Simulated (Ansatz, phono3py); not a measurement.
# Heat carried by phonons in LiF (Griceite, Fm-3m), part 5 of 6

How well does the lattice of LiF (Griceite) conduct heat?

Measurements to reproduce:
- thermal conductivity 17.6 W/m/K near room temperature (given in “Combining the AFLOW GIBBS and Elastic Libraries to efficiently and robustly screen thermo-mechanical properties of solids”, 2017, arXiv:1611.05714)
- thermal conductivity 17.6 W/m/K near room temperature (given in “Predicting the lattice thermal conductivity of solids by solving the Boltzmann transport equation: AFLOW - AAPL an automated, accurate and efficient framework”, 2017, arXiv:1611.05481)

Ansatz 0.2.0; DFT LDA, scalar-relativistic, plane waves, PAW.

So far, κ at 300 K (relaxation time) (W/m/K): step 7 (third-order constants and the Boltzmann equation, k-mesh …) 20.0. Also highest frequency (cm⁻¹): step 7 668. The relaxed cell has a = 3.909 Å (conventional setting).

### 8. Third-order constants and the Boltzmann equation, k-mesh 8×8×8, third order supercell 4×4×4

Pairs of atoms inside the cutoff are displaced in a supercell, the forces give the cubic constants, and these give the three-phonon rates of the Boltzmann equation.

input.yaml

```yaml
crystal:
  lattice:
    - [0.0, 1.9544544221, 1.9544544221]
    - [1.9544544221, 0.0, 1.9544544221]
    - [1.9544544221, 1.9544544221, 0.0]
  atoms:
    - { symbol: Li, position: [0.0, 0.0, 0.0] }
    - { symbol: F, position: [0.5, 0.5, 0.5] }
kpoints:
  mp_grid: { grid: [8, 8, 8] }
hamiltonian:
  xc: lda
scf:
  occupations: { method: fixed }
output:
  eigenvalues: true
phonons:
  method: fd
  dielectric: true
  qmesh: [8, 8, 8]
  temperatures: { t_max: 1000, t_step: 50 }
  qpath:
    path:
      - [[0.0, 0.0, 0.0], [0.5, 0.0, 0.5], [0.625, 0.25, 0.625]]
      - [[0.375, 0.375, 0.75], [0.0, 0.0, 0.0], [0.5, 0.5, 0.5], [0.5, 0.25, 0.75], [0.5, 0.0, 0.5]]
    npoints: 10
  third_order: { supercell: [4, 4, 4], pair_cutoff: 2.914 }
  lattice_thermal_conductivity:
    qmesh: [27, 27, 27]
    temperatures: [100.0, 150.0, 200.0, 300.0, 400.0, 500.0, 600.0, 800.0]
    isotope_mass_variance: [{ species: F, variance: 0.0 }, { species: Li, variance: 0.001459 }]
    solution: relaxation_time
```

Command:

```console
$ ansatz run input.yaml --threads 16 --pin off --max-ram 30720MiB --backend cpu --events-out ev --progress --plain --runs-dir out
```

Numbers of over 12 decimals in the logs are rounded to 6 here.

Log:

```text
[...]
Warning: phonons.third_order: as it is cut ahead of every solve, the batch solves 75 displaced supercells where 50 would do. It runs under 48 of the 3072 operations that the crystal's space group holds on the batch's supercell: the run's FFT boxes carry no more. The force constants lose no accuracy. For the smaller batch, try basis.xc_grid above 1 where it is 1, a denser FFT box (accuracy: high where it is lower, or a larger basis.ecutrho_ratio), or the same crystal shifted so that one of its atoms lies at the cell's origin: each can bring back operations that the batch needs, and none is sure to; [rest of the remark cut]
[...]
Crystal: 16 atoms, lattice volume = 119.453 Å³
Basis set: ecut = 420 eV, 2289 PW (Γ), FFT grids on a1, a2, 2a1−4a2+a3
Bands: 56, of which v1, the nominal top of the filled ones, is band 40 counted from 1 (39 counted from 0)
Symmetry: 16 space group operations
k-points: 34 of 64
[...]
SCF iter   1: F=—  HF=-7989.574170 eV  |F-HF|=—  |Δ(HF+E_count)|=         —  Δρ=2.39e-7  dr2=4.14e-11  ethr=1.00e-12  ⟨swp⟩=3.0  Hψ=4716  notcnv=0
[...]
SCF iter   2: F=-7989.574170 eV  HF=-7989.574170 eV  |F-HF|=1.82e-12  |Δ(HF+E_count)|=  8.19e-12  Δρ=7.69e-8  dr2=2.20e-12  ethr=1.00e-12  ⟨swp⟩=3.0  Hψ=4752  notcnv=0
SCF 1 converged in 2 iterations: F = -7989.574170 eV  dr2 = 2.20e-12
[...]
Crystal: 2 atoms, lattice volume = 14.932 Å³
Basis set: ecut = 420 eV, 283 PW (Γ), exchange–correlation on 40×40×40 points (8 copies of the dense FFT grid, shifted against one another)
Bands: 9, of which v1, the nominal top of the filled ones, is band 5 counted from 1 (4 counted from 0)
Symmetry: 48 space group operations
k-points: 59 of 512 (irreducible under 8 space group operations, time reversal used)
[...]
SCF iter   3: F=-998.696772 eV  HF=-998.696772 eV  |F-HF|=1.14e-13  |Δ(HF+E_count)|=  4.55e-13  Δρ=8.92e-8  dr2=5.16e-13  ethr=1.00e-12  ⟨swp⟩=1.0  Hψ=1298  notcnv=0
SCF 2 converged in 3 iterations: F = -998.696772 eV  dr2 = 5.16e-13
[...]
Symmetry: 1 space group operations
k-points: 34 of 64 (time reversal used)
[...]
SCF iter   8: F=-7989.574157 eV  HF=-7989.574157 eV  |F-HF|=9.09e-13  |Δ(HF+E_count)|=  5.46e-12  Δρ=5.18e-8  dr2=1.94e-12  ethr=1.00e-12  ⟨swp⟩=4.0  Hψ=5576  notcnv=0
SCF 3 converged in 8 iterations: F = -7989.574157 eV  dr2 = 1.94e-12
[...]
SCF iter   8: F=-7989.574157 eV  HF=-7989.574157 eV  |F-HF|=9.09e-13  |Δ(HF+E_count)|=  8.19e-12  Δρ=5.28e-8  dr2=1.99e-12  ethr=1.00e-12  ⟨swp⟩=4.0  Hψ=5576  notcnv=0
SCF 4 converged in 8 iterations: F = -7989.574157 eV  dr2 = 1.99e-12
[...]
SCF iter   8: F=-7989.574157 eV  HF=-7989.574157 eV  |F-HF|=9.09e-13  |Δ(HF+E_count)|=  2.73e-12  Δρ=3.42e-8  dr2=9.64e-13  ethr=1.00e-12  ⟨swp⟩=4.0  Hψ=5583  notcnv=0
SCF 5 converged in 8 iterations: F = -7989.574157 eV  dr2 = 9.64e-13
[...]
SCF iter   7: F=-7989.574151 eV  HF=-7989.574151 eV  |F-HF|=9.09e-13  |Δ(HF+E_count)|=  2.73e-12  Δρ=5.41e-8  dr2=1.93e-12  ethr=1.00e-12  ⟨swp⟩=4.0  Hψ=6054  notcnv=0
SCF 6 converged in 7 iterations: F = -7989.574151 eV  dr2 = 1.93e-12
[...]
SCF iter   6: F=-7989.574151 eV  HF=-7989.574151 eV  |F-HF|=9.09e-13  |Δ(HF+E_count)|=  3.27e-11  Δρ=7.71e-8  dr2=4.32e-12  ethr=1.00e-12  ⟨swp⟩=4.0  Hψ=6943  notcnv=0
SCF 7 converged in 6 iterations: F = -7989.574151 eV  dr2 = 4.32e-12
[...]
SCF iter   7: F=-7989.574151 eV  HF=-7989.574151 eV  |F-HF|=0.00e0  |Δ(HF+E_count)|=  2.73e-12  Δρ=1.44e-8  dr2=1.64e-13  ethr=1.00e-12  ⟨swp⟩=4.0  Hψ=6033  notcnv=0
SCF 8 converged in 7 iterations: F = -7989.574151 eV  dr2 = 1.64e-13
Basis set: ecut = 420 eV, 2345 PW (Γ), FFT grids on a1, a2, −4a1−4a2+a3
Symmetry: 64 space group operations
k-points: 25 of 64
SCF iter   1: F=—  HF=-7989.574174 eV  |F-HF|=—  |Δ(HF+E_count)|=         —  Δρ=2.37e-7  dr2=4.60e-11  ethr=1.00e-12  ⟨swp⟩=3.0  Hψ=3389  notcnv=0
[...]
SCF 9 converged in 2 iterations: F = -7989.574174 eV  dr2 = 3.50e-12
[...]
SCF 10 converged in 8 iterations: F = -7989.574161 eV  dr2 = 3.41e-13
[...]
SCF 11 converged in 7 iterations: F = -7989.574156 eV  dr2 = 1.66e-12
Basis set: ecut = 420 eV, 2305 PW (Γ), FFT grids on a1, a2, −2a1+4a2+a3
Symmetry: 32 space group operations
k-points: 21 of 64
[...]
SCF 12 converged in 2 iterations: F = -7989.574168 eV  dr2 = 3.56e-12
Symmetry: 2 space group operations
k-points: 21 of 64 (time reversal used)
[...]
SCF 13 converged in 8 iterations: F = -7989.574152 eV  dr2 = 5.01e-13
[...]
SCF 14 converged in 8 iterations: F = -7989.574156 eV  dr2 = 5.08e-13
[...]
SCF 15 converged in 7 iterations: F = -7989.574146 eV  dr2 = 2.87e-12
[...]
SCF 16 converged in 7 iterations: F = -7989.574152 eV  dr2 = 1.40e-12
Basis set: ecut = 420 eV, 2307 PW (Γ), FFT grids on a1, −3a1+a2+2a3, a3
[...]
SCF 17 converged in 2 iterations: F = -7989.574172 eV  dr2 = 3.56e-12
[...]
SCF 18 converged in 8 iterations: F = -7989.574157 eV  dr2 = 8.12e-13
[...]
SCF 19 converged in 8 iterations: F = -7989.574160 eV  dr2 = 4.07e-13
[...]
SCF 20 converged in 7 iterations: F = -7989.574152 eV  dr2 = 2.23e-12
[...]
SCF 21 converged in 3 iterations: F = -7989.574152 eV  dr2 = 5.98e-12
[...]
SCF 22 converged in 7 iterations: F = -7989.574156 eV  dr2 = 9.75e-13
[...]
SCF 23 converged in 4 iterations: F = -7989.574156 eV  dr2 = 2.64e-13
Basis set: ecut = 420 eV, 2311 PW (Γ), FFT grids on a1, −2a1+a2−3a3, a3
[...]
SCF 24 converged in 2 iterations: F = -7989.574172 eV  dr2 = 3.57e-12
[...]
SCF 25 converged in 8 iterations: F = -7989.574158 eV  dr2 = 1.67e-12
[...]
Basis set: ecut = 420 eV, 2311 PW (Γ), FFT grids on a1, a2, 3a1−2a2+a3
k-points: 19 of 64
[...]
Basis set: ecut = 420 eV, 2377 PW (Γ), FFT grids on a1, a2, −4a1+4a2+a3
Symmetry: 128 space group operations
k-points: 15 of 64
[...]
Basis set: ecut = 420 eV, 2351 PW (Γ), FFT grids on a1, a2, −2a1+3a2+a3
k-points: 12 of 64
[...]
Basis set: ecut = 420 eV, 2323 PW (Γ), FFT grids on a1, a2, −2a1−3a2+a3
Symmetry: 96 space group operations
k-points: 10 of 64
[...]
Symmetry: 6 space group operations
k-points: 10 of 64 (time reversal used)
[...]
Crystal: 128 atoms, lattice volume = 955.623 Å³
Basis set: ecut = 420 eV, 18643 PW (Γ)
Bands: 448, of which v1, the nominal top of the filled ones, is band 320 counted from 1 (319 counted from 0)
k-points: 3 of 8
[...]
Symmetry: 12 space group operations
k-points: 4 of 8
[...]
k-points: 6 of 8
[...]
k-points: 8
[...]
SCF 127 converged in 7 iterations: F = -63916.587881 eV  dr2 = 3.40e-10
[...]
SCF 128 converged in 7 iterations: F = -63916.587596 eV  dr2 = 4.06e-10
[...]
SCF iter   7: F=-63916.588392 eV  HF=-63916.588392 eV  |F-HF|=2.11e-10  |Δ(HF+E_count)|=   9.34e-9  Δρ=3.63e-7  dr2=9.14e-10  ethr=1.00e-12  ⟨swp⟩=2.0  Hψ=8116  notcnv=0
SCF 129 converged in 7 iterations: F = -63916.588392 eV  dr2 = 9.14e-10
[...]
SCF iter   7: F=-63916.588873 eV  HF=-63916.588873 eV  |F-HF|=1.53e-10  |Δ(HF+E_count)|=   1.00e-8  Δρ=3.49e-7  dr2=8.38e-10  ethr=1.00e-12  ⟨swp⟩=2.0  Hψ=8113  notcnv=0
SCF 130 converged in 7 iterations: F = -63916.588873 eV  dr2 = 8.38e-10
[...]
SCF iter   7: F=-63916.588200 eV  HF=-63916.588200 eV  |F-HF|=2.76e-10  |Δ(HF+E_count)|=   7.40e-9  Δρ=3.64e-7  dr2=9.07e-10  ethr=1.00e-12  ⟨swp⟩=2.0  Hψ=10774  notcnv=0
SCF 131 converged in 7 iterations: F = -63916.588200 eV  dr2 = 9.07e-10
[...]
SCF iter   7: F=-63916.588901 eV  HF=-63916.588901 eV  |F-HF|=1.60e-10  |Δ(HF+E_count)|=   1.17e-8  Δρ=3.69e-7  dr2=9.19e-10  ethr=1.00e-12  ⟨swp⟩=2.0  Hψ=10821  notcnv=0
SCF 132 converged in 7 iterations: F = -63916.588901 eV  dr2 = 9.19e-10
[...]
SCF iter   7: F=-63916.587870 eV  HF=-63916.587870 eV  |F-HF|=1.16e-10  |Δ(HF+E_count)|=   2.68e-9  Δρ=2.60e-7  dr2=3.60e-10  ethr=1.00e-12  ⟨swp⟩=2.0  Hψ=10807  notcnv=0
SCF 133 converged in 7 iterations: F = -63916.587870 eV  dr2 = 3.60e-10
[...]
SCF iter   7: F=-63916.587595 eV  HF=-63916.587595 eV  |F-HF|=1.89e-10  |Δ(HF+E_count)|=   4.47e-9  Δρ=2.79e-7  dr2=4.15e-10  ethr=1.00e-12  ⟨swp⟩=2.0  Hψ=10821  notcnv=0
SCF 134 converged in 7 iterations: F = -63916.587595 eV  dr2 = 4.15e-10
[...]
SCF iter   7: F=-63916.587873 eV  HF=-63916.587873 eV  |F-HF|=2.11e-10  |Δ(HF+E_count)|=   3.92e-9  Δρ=2.70e-7  dr2=3.74e-10  ethr=1.00e-12  ⟨swp⟩=2.0  Hψ=10810  notcnv=0
SCF 135 converged in 7 iterations: F = -63916.587873 eV  dr2 = 3.74e-10
[...]
SCF iter   7: F=-63916.587600 eV  HF=-63916.587600 eV  |F-HF|=1.82e-10  |Δ(HF+E_count)|=   4.29e-9  Δρ=2.59e-7  dr2=3.66e-10  ethr=1.00e-12  ⟨swp⟩=2.0  Hψ=10820  notcnv=0
SCF 136 converged in 7 iterations: F = -63916.587600 eV  dr2 = 3.66e-10
[...]
SCF iter   7: F=-63916.587854 eV  HF=-63916.587854 eV  |F-HF|=1.16e-10  |Δ(HF+E_count)|=   3.42e-9  Δρ=2.61e-7  dr2=3.52e-10  ethr=1.00e-12  ⟨swp⟩=2.0  Hψ=10812  notcnv=0
SCF 137 converged in 7 iterations: F = -63916.587854 eV  dr2 = 3.52e-10
[...]
SCF iter   7: F=-63916.587604 eV  HF=-63916.587604 eV  |F-HF|=1.82e-10  |Δ(HF+E_count)|=   4.28e-9  Δρ=2.70e-7  dr2=3.93e-10  ethr=1.00e-12  ⟨swp⟩=2.0  Hψ=10809  notcnv=0
SCF 138 converged in 7 iterations: F = -63916.587604 eV  dr2 = 3.93e-10
SCF converged after 2 iterations
Free energy (F): -7989.574170 eV
[...]
Internal energy: -7989.574170 eV  (E = F + TS)
E sigma→0 (E₀):  -7989.574170 eV
Fermi energy:    1.350341 eV
[...]
--- Band table (eV; the first three rows and the last of 34) ---
  k-point 0: bands = [... 36 lower, 1.0873, 1.3503, 1.3503, 1.3503, 11.0478, 12.2228, 13.9855, 13.9855, ... 12 higher]
  k-point 1: bands = [... 36 lower, 0.9543, 1.0060, 1.0645, 1.3359, 12.0498, 12.4453, 13.9855, 14.0941, ... 12 higher]
  k-point 2: bands = [... 36 lower, 1.1229, 1.1229, 1.3084, 1.3084, 11.4634, 12.3167, 12.9484, 13.7869, ... 12 higher]
  k-point 33: bands = [... 36 lower, 1.0873, 1.0873, 1.2377, 1.2377, 12.2228, 12.7553, 12.7553, 14.2842, ... 12 higher]
--- Phonons: 47 displaced members + 13 references (amplitude of the first 0.0025 Å, Σ member SCF iterations 319) ---
  ASR residual: 8.143e-4 → 0.000e0 eV/Å²; symmetrization residual: 8.487e-5 eV/Å²
  largest component of a force at the reference: 8.1e-28 eV/Å
  ASR residual per site (eV/Å²): 3.68e-5 8.14e-4
  Γ frequencies (cm⁻¹): 0.00 0.00 0.00 339.19 339.19 339.19
[...]
ε∞ (high-frequency dielectric tensor):
        2.118187     0.000000    -0.000000
        0.000000     2.118187    -0.000000
        0.000000     0.000000     2.118187
[...]
Born effective charges Z* (e; rows j = field, columns β = displacement):
    site 0:
         1.04054    0.00000    0.00000
        -0.00000    1.04054    0.00000
         0.00000   -0.00000    1.04054
    site 1:
        -1.04054   -0.00000    0.00000
         0.00000   -1.04054   -0.00000
         0.00000    0.00000   -1.04054
  Z* charge neutrality: 1.400e-6 e pre-enforcement
[...]
optical modes at Γ without the LO–TO term, one row a degenerate level:
      ω (cm⁻¹)  modes    IR ((D/Å)²/amu)
        339.19      3            14.7423
  optical modes at Γ + LO–TO along q̂ = [1.0000, 0.0000, 0.0000]:
      ω (cm⁻¹)  modes    IR ((D/Å)²/amu)
        339.19      2             9.8282
        668.16      1             4.9141
  optical modes at Γ + LO–TO along q̂ = [0.0000, 1.0000, 0.0000]:
      ω (cm⁻¹)  modes    IR ((D/Å)²/amu)
        339.19      2             9.8282
        668.16      1             4.9141
  optical modes at Γ + LO–TO along q̂ = [0.0000, 0.0000, 1.0000]:
      ω (cm⁻¹)  modes    IR ((D/Å)²/amu)
        339.19      2             9.8282
        668.16      1             4.9141
--- Phonons (by wavevector): 29 wavevectors in 13 supercells ---
  supercell 1 (8 cells, vectors [0, 2, -1], [2, -1, 0], [8, -8, 0] in multiples of the cell's): 6 displaced members by 0.0025 Å; free energy -7989.574170 eV; taken off its force constants: by the sum rule 2.8e-4, by the symmetrisation 6.3e-5 eV/Å²
[...]
symmetry images taken by loose's conditions (phonons.symmetry_images: auto; settled by the asymmetry read); asymmetry of the core-correction force 3.1e-8 eV/Å at the most on a site, 1.3e-7 eV/Å summed over every site of the supercell
  q = [0.0000, 0.0000, 0.0000] (star 1, supercell 1; hermiticity 7.24e-17, symmetrization 1.58e-6): -0.00 0.00 0.00 339.19 339.19 339.19
[...]
joined force constants: q→R imaginary residual 1.80e-19
[...]
350 force-constant blocks with the first atom in the home cell, fitted with 44 parameters over 10 symmetry orbits; no atom triplet left out
[...]
T (K)   relaxation time
      100.00           96.8059
      150.00           49.6354
      200.00           33.4737
      300.00           20.6901
      400.00           15.2213
      500.00           12.1521
      600.00           10.1764
      800.00            7.7743
```

Run time: 28 min. Hardware: 16 threads of Arm Neoverse N1, shared host; peak memory 14 GiB.

This step gave:

| Item | Value |
| --- | --- |
| κ at 300 K (relaxation time) | 20.69 W/m/K |
| mean free path at half of κ | 13.5 nm |
| share of κ above the three lowest branches | 0.092 |
| periodic aliases dropped | 0 |
| largest relative sum-rule correction | 0.05501 |
| displaced cells, third order | 75 |

LO-TO term included. The phonon branches at the labelled points (cm⁻¹):

```
    point  branch 1  branch 2  branch 3  branch 4  branch 5  branch 6
        Γ         0         0         0       339       339       668
  halfway       183       183       279       358       358       578
        X       253       253       376       376       376       482
  halfway       254       278       370       371       395       473
        U       254       325       353       355       443       450
jump to K       254       325       353       355       443       450
  halfway       182       216       292       322       366       613
        Γ         0         0         0       339       339       668
  halfway       154       154       269       333       333       651
        L       231       231       317       317       398       625
  halfway       251       287       338       374       376       543
        W       289       334       334       397       425       425
  halfway       272       283       366       387       389       465
        X       253       253       376       376       376       482
```

The phonon branches as a text plot (rows in cm⁻¹):

```
    654 |***                      ************
    626 |   *                   **            *****
    599 |    **                *                   **
    571 |      *                                     *
    543 |       *            **                       *
    515 |        *          *                          *
    487 |         *****    *                            *      **
    459 |              ****                                 ***
    432 |                ***                             ***
    404 |              **   ***                 ****   ** ****
    376 |       *********      **              *    **** *    ***
    348 |******* *       ******  ***********  *     ****** ***
    320 |       *        ** *********       **********  ****
    292 |      *        *    ** *                     ** *****
    264 |            *******   *            *       ** **    ****
    237 |    **  ****       ***  *              *******
    209 |       *              ** **       *  **
    181 |   *  *                **        *  *
    153 |    **                  *          *
    125 |  **                     ***    * *
     97 |                           *     *
     70 | **                        **  **
     42 | *                          *  *
     14 |*                            **
         Γ           X  U|K            Γ         L        W     X
```

Lattice thermal conductivity, RTA xx against temperature:

```
temperature (K)  lattice thermal conductivity, RTA xx (W/m/K)
            100                                          96.8
            150                                          49.6
            200                                          33.5
            300                                          20.7
            400                                          15.2
            500                                          12.2
            600                                          10.2
            800                                          7.77
```

Phonopy on the run's constants, 21x21x21 mesh, Gaussian sigma 5.1 cm⁻¹. Table of modes by wavenumber; read off at these points; values in 1/cm⁻¹/cell:

```
wavenumber (cm⁻¹)        F       Li
              0.0   2.0e-5   1.0e-5
             25.0   4.5e-5   1.7e-5
             50.0   1.8e-4   6.5e-5
             75.0   3.6e-4   1.3e-4
            100.0   9.4e-4   3.2e-4
            125.0  0.00141   4.5e-4
            150.0  0.00256   7.5e-4
            175.0  0.00394  0.00103
            200.0  0.00627  0.00132
            225.0   0.0133  0.00169
            250.0   0.0223  0.00201
            275.0   0.0125  0.00102
            300.0  0.00972   8.2e-4
            325.0   0.0102   0.0218
            341.5   0.0142   0.0258
            350.0   0.0202   0.0240
            359.3   0.0226   0.0222
            375.0   0.0113   0.0186
            400.0  0.00108  0.00868
            425.0   2.5e-5  0.00338
            450.0   1.0e-5  0.00206
            475.0   1.1e-4  0.00531
            500.0   2.1e-4  0.00478
            525.0   3.0e-4  0.00479
            550.0   4.0e-4  0.00494
            575.0   5.0e-4  0.00497
            600.0   6.1e-4  0.00475
            625.0   7.1e-4  0.00434
            650.0   5.9e-4  0.00205
            675.0   2.3e-5   5.8e-5
```

Distinct triplets, nearest first. Third order norms, by row:

```
   sites  side 1 (Å)  side 2 (Å)  side 3 (Å)  norm of the 27 components (eV/Å³)
Li-Li-Li           0           0           0                                  0
   F-F-F           0           0           0                                  0
  Li-F-F           0        1.95        1.95                              10.54
 Li-F-Li           0        1.95        1.95                              10.56
  Li-F-F        1.95        1.95        2.76                              0.226
 Li-F-Li        1.95        1.95        2.76                               0.26
Li-Li-Li           0        2.76        2.76                              1.436
Li-Li-Li        2.76        2.76        2.76                              0.018
   F-F-F           0        2.76        2.76                              2.765
   F-F-F        2.76        2.76        2.76                              0.207
```

Born charge (rows field, columns displacement) (e), principal values of the symmetric part by kind of site:

```
atom  atoms with these values    low  middle   high   mean
 Li1                        1   1.04    1.04   1.04   1.04
  F2                        1  -1.04   -1.04  -1.04  -1.04
```

In full for Li1:

```
1.04 0.00 0.00
0.00 1.04 0.00
0.00 0.00 1.04
```

RTA, 300 K. Kappa by branch, by row:

```
branch (by rank)  mean frequency (THz)  mean rms speed (km/s)  median lifetime (ps)  share of kappa
               1                  6.72                   2.11                  1.23           0.155
               2                  7.58                   3.13                  2.26           0.486
               3                  9.63                   2.19                  1.01           0.267
               4                 10.58                   1.59                 0.734           0.035
               5                 11.36                    1.9                 0.573           0.038
               6                 16.57                   3.37                 0.128           0.019
```

(Part 5 of 6 ends here.)

[Logs are printed without paths, hosts, clocks, repeated set-up lines and the standing remarks that a program may print on its own settings, such as how far it seeks lower states.]

[Hosts, paths, dates, database ids (printed as entryN), source tags and the programs' standing remarks are cut or masked in the printed files.]

[A step with changed settings may run another functional than the one named; its input shows which.]
